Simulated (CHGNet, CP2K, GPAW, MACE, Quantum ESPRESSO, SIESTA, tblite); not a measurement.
**Random packing of Si57C22H21 (at. %) (99 atoms): other programs against plane waves**

One geometry of random packing of Si57C22H21 (at. %) (99 atoms) is solved by several programs and methods. How far do their forces lie from a plane-wave PBE run?

Results are calculated, not measured.

### 1. The cell

The cell holds 99 atoms (56 Si, 22 C and 21 H), with edges of 11.20, 11.20 and 11.20 Å. Recipe: 99 atoms (56 Si, 22 C, 21 H) packed at random in a cube at 2.2 g/cm³ and pushed apart as soft spheres; a start for melting by ab initio MD, not an equilibrated structure. Then every atom was moved at random, 0.05 Å r.m.s. a Cartesian component (hydrogen 0.6 of that). The density is 2.20 g/cm³.

### 2. The reference input

Quantum ESPRESSO 7.5: Kohn-Sham DFT, PBE, SSSP efficiency 1.3.0 pseudopotentials, plane waves. Its input, pw.in:

```
&control
  calculation = 'scf'
  pseudo_dir = './pseudo'
  outdir = './tmp'
  disk_io = 'none'
  tprnfor = .true.
  tstress = .true.
/
&system
  ibrav = 0
  nat = 99
  ntyp = 3
  ecutwfc = 60
  ecutrho = 480
  nosym = .true.
  occupations = 'smearing'
  smearing = 'fd'
  degauss = 0.003675
/
&electrons
  conv_thr = 5.0e-07
  electron_maxstep = 100
  mixing_beta = 0.2
  mixing_mode = 'local-TF'
  diagonalization = 'david'
/
ATOMIC_SPECIES
Si 28.085 Si.upf
C 12.011 C.upf
H 1.008 H.upf
CELL_PARAMETERS angstrom
11.20040 0.00000 0.00000
0.00000 11.20040 0.00000
0.00000 0.00000 11.20040
ATOMIC_POSITIONS crystal
Si 0.64487 0.40747 0.32204
Si 0.28606 0.97094 0.51612
Si 0.97981 0.14068 0.33709
Si 0.44713 0.69681 0.35753
[... 93 atom lines left out ...]
H 0.72395 0.27994 0.06610
H 0.99313 0.70756 0.48851
K_POINTS gamma
```

```console
$ OMP_NUM_THREADS=1 mpirun -np 2 pw.x -in pw.in > output.txt
```

The job ended after 8 min (2 MPI ranks of Arm Neoverse V1, shared host; peak memory 5.7 GiB; 16 min of CPU time).

It converged with an r.m.s. force component of 1.8 eV/Å and a pressure of -2.5 GPa.

### 3. What was run beside it

- CHGNet: machine-learned potential, published weights.
- CP2K 2026.2: Gaussian basis with GTH pseudopotentials and a plane-wave density; labels give functional, basis (MOLOPT sets; SR short-range, UZH the newer set with its own potentials), grid cutoff/relative cutoff and solver (OT: orbital transformation; TRS4, TC2, SIGN: linear-scaling purification with its sparsity filter), or its built-in tight binding.
- GPAW 26.7.0: PAW with atomic orbitals (LCAO), plane waves or a real-space grid of spacing h.
- MACE: machine-learned potential, published weights.
- Quantum ESPRESSO 7.5: plane waves; labels (QE) give functional, pseudopotential set and cutoffs of waves/density.
- SIESTA 5.4.2: numerical atomic orbitals, whose automatically made sets are far from complete, with PseudoDojo norm-conserving potentials that we converted to its format (checked against plane waves on the same files for H, C, O, Si, Ge and Ca alone); labels give functional, basis size, energy shift and mesh cutoff.
- tblite 0.8.0: extended tight binding, driven from Python.

All use the same cell and atoms, and the electronic-structure runs the same k-mesh.

### 4. All runs compared

Differences are against the reference: forces as r.m.s. over components, share as that over the reference's r.m.s. force, slope as the fitted ratio of a run's forces to the reference's.

```csv
run,"Δ force, r.m.s. (meV/Å)",share (%),slope,Δ pressure (GPa),cores,CPU time,memory (GiB)
reference,-,-,-,-,2,16 min,5.7
CHGNet 0.3.0 potential,536,30.3,0.881,-1.38,1,4.8 s,1.3
"CP2K PBE, DZVP-MOLOPT-SR, 225/50 Ry, diagonalisation (coarse)",89.5,5.05,1.008,-1.32,2,5.4 min,1.3
"CP2K PBE, DZVP-MOLOPT-SR, 450/50 Ry, diagonalisation",88.5,5.00,1.008,-1.33,2,5.6 min,2.6
"CP2K PBE, DZVP-MOLOPT-SR, 630/50 Ry, diagonalisation",88.5,5.00,1.008,-1.33,4,8 min,6.0
"CP2K PBE, TZV2P-UZH, 450/50 Ry, diagonalisation",41.7,2.35,0.980,-0.524,4,29 min,4.8
"GPAW LDA, LCAO dzp, h 0.2 Å",62.0,3.50,1.008,-,1,7 min,1.5
"GPAW PBE, LCAO dzp, h 0.2 Å",121,6.83,1.042,-,1,7.4 min,1.5
"GPAW PBE, LCAO dzp, h 0.2 Å, other mixer settings",120,6.78,1.042,-,2,10 min,1.7
"GPAW PBE, LCAO dzp, h 0.22 Å (coarse)",121,6.85,1.042,-,1,6 min,1.2
"GPAW PBE, LCAO sz(dzp), h 0.2 Å (coarse)",1067,60.3,1.374,-,1,1.8 min,1.1
MACE MP-0b3 medium potential,436,24.6,0.935,-0.541,1,10 s,1.1
MACE MPA-0 medium potential,308,17.4,0.996,-0.608,1,11 s,1.1
"QE PBE, sssp-1.3.0-efficiency, 60/480 Ry, cg",0.219,0.012,1.000,-3.0e-4,2,50 min,5.7
"SIESTA PBE, DZP, shift 0.002 Ry, mesh 300 Ry",141,7.96,1.055,1.64,2,19 min,2.4
"SIESTA PBE, DZP, shift 0.01 Ry, mesh 300 Ry",118,6.68,1.044,1.12,2,6.9 min,1.6
"SIESTA PBE, TZP, shift 0.01 Ry, mesh 300 Ry",116,6.57,1.046,0.985,2,9.6 min,1.9
tblite GFN1-xTB,942,53.2,1.453,7.88,1,6.5 s,0.15
```

Rows marked coarse use a setting chosen to be so.

Times of the machine-learned potentials are mostly Python's start and the loading of weights.

CPU time is summed over cores on shared hosts, so it is rough.

### 5. Findings

Forces lie from 0.012 % (QE PBE, sssp-1.3.0-efficiency, 60/480 Ry, cg) to 60 % (GPAW PBE, LCAO sz(dzp), h 0.2 Å, coarse) of the reference's r.m.s. force of 1.8 eV/Å away from it. Other PBE runs on plane waves or a grid: QE PBE, sssp-1.3.0-efficiency, 60/480 Ry, cg 0.012 % of the r.m.s. force; the reference has errors of its own, so differences under a few per cent don't tell which side is nearer the exact PBE result. The PBE runs in local orbitals, coarse settings apart, differ by 2.4 % (CP2K PBE, TZV2P-UZH, 450/50 Ry, diagonalisation) to 8.0 % (SIESTA PBE, DZP, shift 0.002 Ry, mesh 300 Ry); basis, grid and potentials can all enter. Tight binding differs by 53 % (tblite GFN1-xTB); it is another model, with fitted parameters of its own, and the xTB methods hold dispersion.

Machine-learned potentials differ by 17 % (MACE MPA-0 medium potential) to 30 % (CHGNet 0.3.0 potential); they were trained on other programs' data. Rows with another functional or a dispersion term differ by 3.5 % (GPAW LDA, LCAO dzp, h 0.2 Å), which mixes the change of model with differences of basis and potentials. Runs with settings chosen to be coarse differ by 5.1 % (CP2K PBE, DZVP-MOLOPT-SR, 225/50 Ry, diagonalisation) to 60 % (GPAW PBE, LCAO sz(dzp), h 0.2 Å), their programs' other errors included. From CP2K PBE, DZVP-MOLOPT-SR, 225/50 Ry, diagonalisation to the finer CP2K PBE, DZVP-MOLOPT-SR, 630/50 Ry, diagonalisation the share goes from 5.05 to 5.00 %, so the grid isn't what parts these runs from the reference. From GPAW PBE, LCAO dzp, h 0.22 Å to the finer GPAW PBE, LCAO dzp, h 0.2 Å, other mixer settings the share goes from 6.85 to 6.78 %, so the grid isn't what parts these runs from the reference. Pressures at PBE, coarse settings apart, lie -1.33 to +1.64 GPa from the reference's.

**Limits.** Periodic xTB results under one method name differ between programs and library versions. The reference's pressure holds the uncorrected Pulay stress of its 60 Ry basis, so small pressure differences, may be the reference's own error. The electron count is odd in these runs, and they have no spin polarisation, so the unpaired electron is spread evenly over both spins. Machine-learned potentials mimic data converged in k, so the reference's own k-point error enters their differences. The electron count is odd and the run has no spin polarisation, so levels at the top are partly filled by construction. The electronic-structure runs sample only Γ, in a cell whose shortest periodic width is 11 Å, which is coarse for a cell with partly filled levels. The reference's pressure of -2.5 GPa reflects the volume that the recipe set, positions that aren't this level's minimum and the basis. Where levels are smeared, the DFT runs use Fermi–Dirac occupations at 580 K (0.05 eV), and energies are free energies. The atoms were displaced at random, and shares hang on the size of the forces that this gives. The reference's cutoffs and mesh weren't converged further here.

[Long decimals in the printed logs are rounded to 6 places.]

[Logs are printed without paths, hosts, clocks, repeated set-up lines and the standing remarks that a program may print on its own settings, such as how far it seeks lower states.]

[Hosts, paths, dates, database ids (printed as entryN), source tags and the programs' standing remarks are cut or masked in the printed files.]

[Only finished runs are shown, without SIESTA runs on faulty potentials for Cu, Fe, Ni or Zn; cells were taken only where this reference lay near another plane-wave run.]
